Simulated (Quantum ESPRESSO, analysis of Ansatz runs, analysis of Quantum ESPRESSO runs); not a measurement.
**Reproducing a measured local vibrational mode: vacancy with four H in Ge (Quantum ESPRESSO)**

How near does this set-up come to the measured local vibrational mode? Subject: vacancy with four H in Ge. Set-up: PBE, GBRV 1.5 PBE, 32-site cell, PBE lattice, k: 2x2x2 shifted, the defect atoms alone displaced. The model is a cell of 32 host atoms with 1 Ge taken out and 4 H put in. The frequencies come from the force constants of the defect atoms alone, with every neighbour held at rest.

What was measured. Ge-H stretch, T2: 2061.5 cm⁻¹ at 9 K, by FTIR absorption, uniaxial stress, isotope substitution (“Hydrogen-Related Defects in Proton-Implanted Silicon and Germanium: An Infrared Absorption Spectroscopy Study”, 1998, Michael Budde, 1998 (PhD thesis, University of Aarhus)). The calculation is set beside it at the end.

Main program and level: Quantum ESPRESSO 7.5; Quantum ESPRESSO plane-wave DFT, PBE, GBRV 1.5 PBE potentials; relaxation of all atoms of a defect supercell.

## Step 1: Set-up

The cell holds 35 atoms: 31 Ge and 4 H. Cell: a = 9.968 Å, b = 9.968 Å, c = 9.968 Å, α = 109.5°, β = 109.5°, γ = 109.5°. It derives from Ge (space group Fd-3m). Nearest the centre at fractional (0.500, 0.500, 0.500): H32 at 0.93 Å, H34 at 0.93 Å, H35 at 0.93 Å, H33 at 0.93 Å, Ge22 at 2.49 Å, Ge26 at 2.49 Å, Ge25 at 2.49 Å, Ge31 at 2.49 Å.

The host's primitive cell comes from a first run (Quantum ESPRESSO plane-wave DFT, PBE, GBRV 1.5 PBE potentials; relaxation of cell and atoms of a defect-free cell): vectors of 4.070, 4.070 and 4.070 Å. That is 23.83 Å³ an atom, 5.3 % over the diffraction cell's volume. The supercell is built on it.

## Step 2: Relaxation, charge 0

Every later number rests on the structure around the defect, so the atoms are relaxed at the host's lattice first.

Contents of pw.in:

```
&CONTROL
  calculation = 'relax'
  prefix = 'pwscf'
  outdir = './tmp'
  pseudo_dir = './pseudo'
  tprnfor = .true.
  disk_io = 'low'
  nstep = 70
  forc_conv_thr = 0.00039
  etot_conv_thr = 0.0001
/
&SYSTEM
  ibrav = 0
  nat = 35
  ntyp = 2
  ecutwfc = 45
  ecutrho = 360
  nbnd = 223
  occupations = 'smearing'
  smearing = 'fd'
  degauss = 0.00073499
/
&ELECTRONS
  conv_thr = 4d-08
  electron_maxstep = 100
  mixing_beta = 0.5
/
&IONS
  ion_dynamics = 'bfgs'
/
ATOMIC_SPECIES
Ge    72.6300 ge_pbe_v1.4.uspp.F.UPF
H      1.0080 h_pbe_v1.4.uspp.F.UPF
CELL_PARAMETERS angstrom
  -5.7552132298    5.7552132298    5.7552132298
   5.7552132298   -5.7552132298    5.7552132298
   5.7552132298    5.7552132298   -5.7552132298
ATOMIC_POSITIONS crystal
Ge     0.0000000000    0.0000000000    0.5000000000
Ge     0.0000000000    0.2500000000    0.2500000000
Ge     0.0000000000    0.5000000000    0.0000000000
Ge     0.0000000000    0.7500000000    0.7500000000
Ge     0.2500000000    0.0000000000    0.2500000000
Ge     0.2500000000    0.2500000000    0.0000000000
Ge     0.2500000000    0.5000000000    0.7500000000
Ge     0.2500000000    0.7500000000    0.5000000000
Ge     0.5000000000    0.0000000000    0.0000000000
Ge     0.5000000000    0.2500000000    0.7500000000
Ge     0.5000000000    0.7500000000    0.2500000000
Ge     0.7500000000    0.0000000000    0.7500000000
Ge     0.7500000000    0.2500000000    0.5000000000
Ge     0.7500000000    0.5000000000    0.2500000000
Ge     0.7500000000    0.7500000000    0.0000000000
Ge     0.0000000000    0.0000000000    0.2500000000
Ge     0.0000000000    0.2500000000    0.0000000000
Ge     0.0000000000    0.5000000000    0.7500000000
Ge     0.0000000000    0.7500000000    0.5000000000
Ge     0.2500000000    0.0000000000    0.0000000000
Ge     0.2500000000    0.2500000000    0.7500000000
Ge     0.2500000000    0.5000000000    0.5000000000
Ge     0.2500000000    0.7500000000    0.2500000000
Ge     0.5000000000    0.0000000000    0.7500000000
Ge     0.5000000000    0.2500000000    0.5000000000
Ge     0.5000000000    0.5000000000    0.2500000000
Ge     0.5000000000    0.7500000000    0.0000000000
Ge     0.7500000000    0.0000000000    0.5000000000
Ge     0.7500000000    0.2500000000    0.2500000000
Ge     0.7500000000    0.5000000000    0.0000000000
Ge     0.7500000000    0.7500000000    0.7500000000
H      0.4071490000    0.5000000000    0.5000000000
H      0.5000000000    0.4071490000    0.5000000000
H      0.5000000000    0.5000000000    0.4071490000
H      0.5928510000    0.5928510000    0.5928510000
K_POINTS automatic
2 2 2 1 1 1
```

Started as:

```sh
$ OMP_NUM_THREADS=1 mpirun -n 4 pw.x -nk 2 -in pw.in > pw.out
```

Output:

```text
This program is part of the open-source Quantum ESPRESSO suite
     for quantum simulation of materials; please cite
         "P. Giannozzi et al., J. Phys.:Condens. Matter 21 395502 (2009);
         "P. Giannozzi et al., J. Phys.:Condens. Matter 29 465901 (2017);
         "P. Giannozzi et al., J. Chem. Phys. 152 154105 (2020);
          URL
     in publications or presentations arising from this work. More details at

     Message from routine setup:
     using ibrav=0 with symmetry is DISCOURAGED, use correct ibrav instead

     K-points division:     npool     =       2
     Subspace diagonalization in iterative solution of the eigenvalue problem:
     a serial algorithm will be used

     --------------------
     sticks:   dense  smooth     PW     G-vecs:    dense   smooth      PW
     Min        4784    2399    639               296796   104941   14597
     Max        4785    2400    640               296797   104942   14600
     Sum        9569    4799   1279               593593   209883   29197

     Using Slab Decomposition

     bravais-lattice index     =            0
     lattice parameter (alat)  =      18.8374  a.u.
     unit-cell volume          =    5145.6572 (a.u.)^3
     number of atoms/cell      =           35
     number of atomic types    =            2
     number of electrons       =       438.00
     number of Kohn-Sham states=          223
     kinetic-energy cutoff     =      45.0000  Ry
     charge density cutoff     =     360.0000  Ry
     scf convergence threshold =      4.0E-08
     mixing beta               =       0.5000
     number of iterations used =            8  plain     mixing
     energy convergence thresh.=      1.0E-04
     force convergence thresh. =      3.9E-04
     Exchange-correlation=  SLA  PW   PBX  PBC
                           (   1   4   3   4   0   0   0)
     nstep                     =           70

     celldm(1)=  18.837398  celldm(2)=   0.000000  celldm(3)=   0.000000
     celldm(4)=   0.000000  celldm(5)=   0.000000  celldm(6)=   0.000000

     crystal axes: (cart. coord. in units of alat)
               a(1) = (  -0.577350   0.577350   0.577350 )
               a(2) = (   0.577350  -0.577350   0.577350 )
               a(3) = (   0.577350   0.577350  -0.577350 )

     reciprocal axes: (cart. coord. in units 2 pi/alat)
               b(1) = ( -0.000000  0.866025  0.866025 )
               b(2) = (  0.866025 -0.000000  0.866025 )
               b(3) = (  0.866025  0.866025  0.000000 )

     PseudoPot. # 1 for Ge read from file:
     ge_pbe_v1.4.uspp.F.UPF
     Pseudo is Ultrasoft + core correction, Zval = 14.0
     Generated by new atomic code, or converted to UPF format
     Using radial grid of  873 points,  6 beta functions with:
                l(1) =   0
                l(2) =   0
                l(3) =   1
                l(4) =   1
                l(5) =   2
                l(6) =   2
     Q(r) pseudized with  8 coefficients,  rinner =    1.400   1.400   1.400
                                                       1.400   1.400

     PseudoPot. # 2 for H  read from file:
     h_pbe_v1.4.uspp.F.UPF
     Pseudo is Ultrasoft, Zval =  1.0
     Generated by new atomic code, or converted to UPF format
     Using radial grid of  615 points,  2 beta functions with:
                l(1) =   0
                l(2) =   0
     Q(r) pseudized with  8 coefficients,  rinner =    0.700

     atomic species   valence    mass     pseudopotential
     Ge               14.00    72.63000     Ge( 1.00)
     H                 1.00     1.00800     H ( 1.00)

     24 Sym. Ops. (no inversion) found (18 have fractional translation)

   Cartesian axes

     site n.     atom                  positions (alat units)
         1        Ge     tau(   1) = (   0.2886751   0.2886751  -0.2886751  )
         2        Ge     tau(   2) = (   0.2886751   0.0000000   0.0000000  )
         3        Ge     tau(   3) = (   0.2886751  -0.2886751   0.2886751  )
         4        Ge     tau(   4) = (   0.8660254  -0.0000000   0.0000000  )
         5        Ge     tau(   5) = (   0.0000000   0.2886751   0.0000000  )
         6        Ge     tau(   6) = (   0.0000000   0.0000000   0.2886751  )
         7        Ge     tau(   7) = (   0.5773503   0.2886751   0.0000000  )
         8        Ge     tau(   8) = (   0.5773503  -0.0000000   0.2886751  )
         9        Ge     tau(   9) = (  -0.2886751   0.2886751   0.2886751  )
        10        Ge     tau(  10) = (   0.2886751   0.5773503   0.0000000  )
        11        Ge     tau(  11) = (   0.2886751  -0.0000000   0.5773503  )
        12        Ge     tau(  12) = (  -0.0000000   0.8660254   0.0000000  )
        13        Ge     tau(  13) = (   0.0000000   0.5773503   0.2886751  )
        14        Ge     tau(  14) = (   0.0000000   0.2886751   0.5773503  )
        15        Ge     tau(  15) = (   0.0000000  -0.0000000   0.8660254  )
        16        Ge     tau(  16) = (   0.1443376   0.1443376  -0.1443376  )
[...]
24        Ge     tau(  24) = (   0.1443376   0.7216878  -0.1443376  )
        25        Ge     tau(  25) = (   0.1443376   0.4330127   0.1443376  )
        26        Ge     tau(  26) = (   0.1443376   0.1443376   0.4330127  )
        27        Ge     tau(  27) = (   0.1443376  -0.1443376   0.7216878  )
        28        Ge     tau(  28) = (  -0.1443376   0.7216878   0.1443376  )
        29        Ge     tau(  29) = (  -0.1443376   0.4330127   0.4330127  )
        30        Ge     tau(  30) = (  -0.1443376   0.1443376   0.7216878  )
        31        Ge     tau(  31) = (   0.4330127   0.4330127   0.4330127  )
        32        H      tau(  32) = (   0.3422827   0.2350676   0.2350676  )
        33        H      tau(  33) = (   0.2350676   0.3422827   0.2350676  )
        34        H      tau(  34) = (   0.2350676   0.2350676   0.3422827  )
        35        H      tau(  35) = (   0.3422827   0.3422827   0.3422827  )

     number of k points=     2  Fermi-Dirac smearing, width (Ry)=  0.0007
                       cart. coord. in units 2pi/alat
        k(    1) = (   0.4330127   0.4330127   0.4330127), wk =   0.5000000
        k(    2) = (   0.0000000   0.0000000   0.4330127), wk =   1.5000000

     Dense  grid:   593593 G-vectors     FFT dimensions: ( 120, 120, 120)

     Smooth grid:   209883 G-vectors     FFT dimensions: (  90,  90,  90)

     Initial potential from superposition of free atoms

     starting charge     437.9729, renormalised to     438.0000
     Starting wfcs are  283 randomized atomic wfcs

     Self-consistent Calculation

     iteration #  1     ecut=    45.00 Ry     beta= 0.50
[...]
Ge               0.7499792750        0.7499792750       -0.0000793751
Ge              -0.0000355266       -0.0000355266        0.2499398796
[...]
NEW-OLD atomic charge density approx. for the potential

     Self-consistent Calculation

[... 77 further cycles ...]
     iteration #  4     ecut=    45.00 Ry     beta= 0.50
     Davidson diagonalization with overlap
     ethr =  2.47E-11,  avg # of iterations =  3.5

     total energy              =   -6627.72966334 Ry
     estimated scf accuracy    <       0.00000002 Ry

     iteration #  5     ecut=    45.00 Ry     beta= 0.50
     Davidson diagonalization with overlap
     ethr =  5.15E-12,  avg # of iterations =  3.0

     total energy              =   -6627.72966335 Ry
     estimated scf accuracy    <          1.8E-09 Ry

     iteration #  6     ecut=    45.00 Ry     beta= 0.50
     Davidson diagonalization with overlap
     ethr =  4.14E-13,  avg # of iterations =  3.0

     End of self-consistent calculation

          k = 0.4330 0.4330 0.4330 ( 26284 PWs)   bands (ev):

[...]
6.6594   6.6594   6.6594   8.0698   8.0698   8.0698   8.3035

          k = 0.0000 0.0000 0.4330 ( 26259 PWs)   bands (ev):

[...]
6.1888   6.6366   6.6366   8.2368   8.7768   8.7768   8.9115

     the Fermi energy is     7.3630 ev

!    total energy              =   -6627.72966335 Ry
     estimated scf accuracy    <          1.3E-10 Ry
     smearing contrib. (-TS)   =       0.00000000 Ry
     internal energy E=F+TS    =   -6627.72966335 Ry

     The total energy is F=E-TS. E is the sum of the following terms:
     one-electron contribution =   -4519.07173495 Ry
     hartree contribution      =    2650.55964587 Ry
     xc contribution           =   -1810.02470183 Ry
     ewald contribution        =   -2949.19287244 Ry

     convergence has been achieved in   6 iterations

     Forces acting on atoms (cartesian axes, Ry/au):

[...]
Total force =     0.003062     Total SCF correction =     0.000064
     Energy error            =      4.8E-05 Ry
     Gradient error          =      5.5E-04 Ry/Bohr

     number of scf cycles    =  13
     number of bfgs steps    =  12

     energy             old  =   -6627.7296151431 Ry
     energy             new  =   -6627.7296633460 Ry

     CASE: energy            _new < energy            _old

     new trust radius        =       0.0050464461 bohr
     new conv_thr            =       0.0000000004 Ry

ATOMIC_POSITIONS (crystal)
[...]
NEW-OLD atomic charge density approx. for the potential

     Self-consistent Calculation

     iteration #  1     ecut=    45.00 Ry     beta= 0.50
     Davidson diagonalization with overlap
     ethr =  1.00E-06,  avg # of iterations =  3.0

     Threshold (ethr) on eigenvalues was too large:
     Diagonalizing with lowered threshold

     Davidson diagonalization with overlap
     ethr =  1.18E-09,  avg # of iterations =  5.5

     total energy              =   -6627.72970443 Ry
     estimated scf accuracy    <       0.00000688 Ry

     iteration #  2     ecut=    45.00 Ry     beta= 0.50
     Davidson diagonalization with overlap
     ethr =  1.57E-09,  avg # of iterations =  2.0

     total energy              =   -6627.72970535 Ry
     estimated scf accuracy    <       0.00000104 Ry

     iteration #  3     ecut=    45.00 Ry     beta= 0.50
     Davidson diagonalization with overlap
     ethr =  2.37E-10,  avg # of iterations =  2.0

     total energy              =   -6627.72970548 Ry
     estimated scf accuracy    <       0.00000020 Ry

     iteration #  4     ecut=    45.00 Ry     beta= 0.50
     Davidson diagonalization with overlap
     ethr =  4.58E-11,  avg # of iterations =  3.0

     total energy              =   -6627.72970549 Ry
     estimated scf accuracy    <       0.00000003 Ry

     iteration #  5     ecut=    45.00 Ry     beta= 0.50
     Davidson diagonalization with overlap
     ethr =  7.88E-12,  avg # of iterations =  3.0

     total energy              =   -6627.72970550 Ry
     estimated scf accuracy    <          2.7E-09 Ry

     iteration #  6     ecut=    45.00 Ry     beta= 0.50
     Davidson diagonalization with overlap
     ethr =  6.08E-13,  avg # of iterations =  3.0

     total energy              =   -6627.72970550 Ry
     estimated scf accuracy    <          4.1E-10 Ry

     iteration #  7     ecut=    45.00 Ry     beta= 0.50
     Davidson diagonalization with overlap
     ethr =  1.00E-13,  avg # of iterations =  3.0

     End of self-consistent calculation

          k = 0.4330 0.4330 0.4330 ( 26284 PWs)   bands (ev):

[...]
6.6598   6.6598   6.6598   8.0690   8.0690   8.0690   8.3054

          k = 0.0000 0.0000 0.4330 ( 26259 PWs)   bands (ev):

[...]
-16.8779 -16.8773 -16.8772  -4.6521  -3.7694  -3.7666  -3.7666  -3.5965
    -3.0827  -3.0564  -3.0564  -2.9290  -2.7316  -2.2316  -2.2316  -2.2226
    -1.9871  -1.2351  -1.2351  -1.1652  -0.9288  -0.0814  -0.0814  -0.0450
     0.0889   0.5091   0.5126   0.5126   0.5801   0.9889   2.0601   2.0601
     2.1835   2.5491   3.4017   3.4017   3.4314   3.5880   4.0072   4.1150
     4.1150   4.2218   4.5644   4.6074   4.6074   4.7883   4.7901   4.7958
     4.7958   4.8602   4.8602   4.8969   4.9098   5.0160   5.0160   5.0321
     5.1609   5.8218   5.9109   5.9109   5.9897   6.0322   6.0322   6.0598
     6.1886   6.6369   6.6369   8.2371   8.7765   8.7765   8.9130

     the Fermi energy is     7.3645 ev

!    total energy              =   -6627.72970550 Ry
     estimated scf accuracy    <          5.3E-11 Ry
     smearing contrib. (-TS)   =       0.00000000 Ry
     internal energy E=F+TS    =   -6627.72970550 Ry

     The total energy is F=E-TS. E is the sum of the following terms:
     one-electron contribution =   -4519.14809831 Ry
     hartree contribution      =    2650.59824629 Ry
     xc contribution           =   -1810.02570314 Ry
     ewald contribution        =   -2949.15415034 Ry

     convergence has been achieved in   7 iterations

     Forces acting on atoms (cartesian axes, Ry/au):

[...]
atom   28 type  1   force =    -0.00005631    0.00005631   -0.00014547
     atom   29 type  1   force =     0.00014547   -0.00005631   -0.00005631
     atom   30 type  1   force =    -0.00005631   -0.00014547    0.00005631
     atom   31 type  1   force =     0.00034682    0.00034682    0.00034682
     atom   32 type  2   force =     0.00024819   -0.00024819   -0.00024819
     atom   33 type  2   force =    -0.00024819    0.00024819   -0.00024819
     atom   34 type  2   force =    -0.00024819   -0.00024819    0.00024819
     atom   35 type  2   force =     0.00024819    0.00024819    0.00024819

     Total force =     0.001828     Total SCF correction =     0.000041
     Energy error            =      4.2E-05 Ry
     Gradient error          =      3.5E-04 Ry/Bohr

     bfgs converged in  14 scf cycles and  13 bfgs steps
     (criteria: energy <  1.0E-04 Ry, force <  3.9E-04 Ry/Bohr)

     End of BFGS Geometry Optimization

     Final energy             =   -6627.7297055018 Ry

     File ./tmp/pwscf.bfgs deleted, as requested
Begin final coordinates

ATOMIC_POSITIONS (crystal)
[...]
Ge               0.7515047581       -0.0007885827        0.5000000000
Ge               0.7477066592        0.2484952419        0.2484952419
Ge               0.7515047581        0.5000000000       -0.0007885827
Ge               0.7683399944        0.7683399944        0.7683399944
H                0.3867256034        0.5000000000        0.5000000000
H                0.5000000000        0.3867256034        0.5000000000
H                0.5000000000        0.5000000000        0.3867256034
H                0.6132743966        0.6132743966        0.6132743966
End final coordinates

=------------------------------------------------------------------------------=
   JOB DONE.
=------------------------------------------------------------------------------=
```

Elapsed: 35 min, on 4 MPI ranks of Arm Neoverse V1, shared host; peak memory 3.6 GiB; 2.4 h of CPU time.

Step by step:

| step | energy less that of the first step (eV) |
| --- | --- |
| 0 | 0.0000 |
| 1 | -0.0833 |
| 2 | -0.1636 |
| 3 | -0.2644 |
| 4 | -0.3764 |
| 5 | -0.4695 |
| 6 | -0.4924 |
| 7 | -0.5010 |
| 8 | -0.5092 |
| 9 | -0.5119 |
| 10 | -0.5127 |
| 11 | -0.5130 |
| 12 | -0.5137 |
| 13 | -0.5143 |

The atoms that moved most (Å):

| atom | dx | dy | dz | length |
| --- | --- | --- | --- | --- |
| H32 | 0.118 | -0.118 | -0.118 | 0.204 |
| H35 | 0.118 | 0.118 | 0.118 | 0.204 |
| H34 | -0.118 | -0.118 | 0.118 | 0.204 |
| H33 | -0.118 | 0.118 | -0.118 | 0.204 |
| Ge22 | 0.106 | -0.106 | -0.106 | 0.183 |
| Ge26 | -0.106 | -0.106 | 0.106 | 0.183 |
| Ge25 | -0.106 | 0.106 | -0.106 | 0.183 |
| Ge31 | 0.106 | 0.106 | 0.106 | 0.183 |

Final coordinates:

```xyz
35
Lattice="-5.7552 5.7552 5.7552 5.7552 -5.7552 5.7552 5.7552 5.7552 -5.7552" Properties=species:S:1:pos:R:3 pbc="T T T"
Ge    2.8776    2.8776   -2.8776
Ge    2.8772   -0.0268   -0.0268
Ge    2.8776   -2.8776    2.8776
Ge    8.6324    0.0268    0.0268
Ge   -0.0268    2.8772   -0.0268
Ge   -0.0268   -0.0268    2.8772
Ge    5.7820    2.8780   -0.0268
Ge    5.7820   -0.0268    2.8780
Ge   -2.8776    2.8776    2.8776
Ge    2.8780    5.7820   -0.0268
Ge    2.8780   -0.0268    5.7820
Ge    0.0268    8.6324    0.0268
Ge   -0.0268    5.7820    2.8780
Ge   -0.0268    2.8780    5.7820
Ge    0.0268    0.0268    8.6324
Ge    1.4520    1.4520   -1.4429
Ge    1.4520   -1.4429    1.4520
Ge    7.2072    1.4429   -1.4520
Ge    7.2072   -1.4520    1.4429
Ge   -1.4429    1.4520    1.4520
Ge    4.3032    4.3032   -1.4429
Ge    4.4220    1.3333    1.3333
Ge    4.3032   -1.4429    4.3032
Ge    1.4429    7.2072   -1.4520
Ge    1.3333    4.4220    1.3333
Ge    1.3333    1.3333    4.4220
Ge    1.4429   -1.4520    7.2072
Ge   -1.4520    7.2072    1.4429
Ge   -1.4429    4.3032    4.3032
Ge   -1.4520    1.4429    7.2072
Ge    4.4220    4.4220    4.4220
H     3.5295    2.2257    2.2257
H     2.2257    3.5295    2.2257
H     2.2257    2.2257    3.5295
H     3.5295    3.5295    3.5295
```

Neighbours of the ideal centre at the end:

| atom | distance (Å) |
| --- | --- |
| H32 | 1.129 |
| H35 | 1.129 |
| H34 | 1.129 |
| H33 | 1.129 |
| Ge26 | 2.675 |
| Ge31 | 2.675 |
| Ge22 | 2.675 |
| Ge25 | 2.675 |

Neighbours of the added atoms: H32: Ge22 1.55, H34 1.84, H33 1.84 Å; H33: Ge25 1.55, H34 1.84, H32 1.84 Å; H34: Ge26 1.55, H33 1.84, H32 1.84 Å; H35: Ge31 1.55, H33 1.84, H32 1.84 Å.

(Continued in part 2 of 2.)

[Logs are printed without paths, hosts, clocks, repeated set-up lines and the standing remarks that a program may print on its own settings, such as how far it seeks lower states.]

[Hosts, paths, dates, database ids (printed as entryN), source tags and the programs' standing remarks are cut or masked in the printed files.]

[For some hosts the program warned that the k-mesh of the response run may be too coarse for force constants and the static dielectric constant; such warnings are not shown here.]
